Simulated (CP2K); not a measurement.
Consider borylacetonitrile at its PBE geometry (Å).

```xyz
8

B    -1.1209    0.3980   -0.0125
C     0.1833   -0.4740   -0.0620
C     1.4577    0.2052    0.1255
N     2.4674    0.7635    0.2824
H    -1.0886    1.5781    0.1604
H    -2.1636   -0.1698   -0.1549
H     0.0769   -1.2822    0.6861
H     0.1877   -1.0187   -1.0250
```

Method: CP2K XAS_TDP, all-electron GAPW, PBEh(45%), aug-cc-pVDZ, TDA, GW2X-corrected core level, no relativity.

**Question.** Where do the N K-edge lines lie, and how strong are they?

Leading lines: N4 401.19 eV. The leading line of an atom is its first one with 35 % of the strongest within 2.5 eV of its lowest line over the strength cut. Core ionisation energies at this level: N4 406.07 eV.

The first six lines of each atom with a strength over 0.0015:

```tsv
atom	energy (eV)	states	strength, one atom	above the computed threshold
N4 (bonded to C)	401.19	1	0.0537	
	401.42	1	0.0532	
	406.17	1	0.0024	yes
	407.03	1	0.0064	yes
	407.86	1	0.0024	yes
	408.25	1	0.0019	yes
```

Lines are vertical, at one geometry, with no vibrational structure. GW2X ionisation energies and lines can be off by 1 to 2 eV either way, and a good line position may hide errors that cancel. These values hold no scalar relativity, about 0.2 eV for N 1s. Rydberg lines, and the discretised continuum above threshold, depend on the basis and the box.

[Banner, clock and machine lines of the logs are left out without a mark of their own.]

[Logs are printed without paths, hosts, clocks, repeated set-up lines and the standing remarks that a program may print on its own settings, such as how far it seeks lower states.]

[Hosts, paths, dates, database ids (printed as entryN), source tags and the programs' standing remarks are cut or masked in the printed files.]
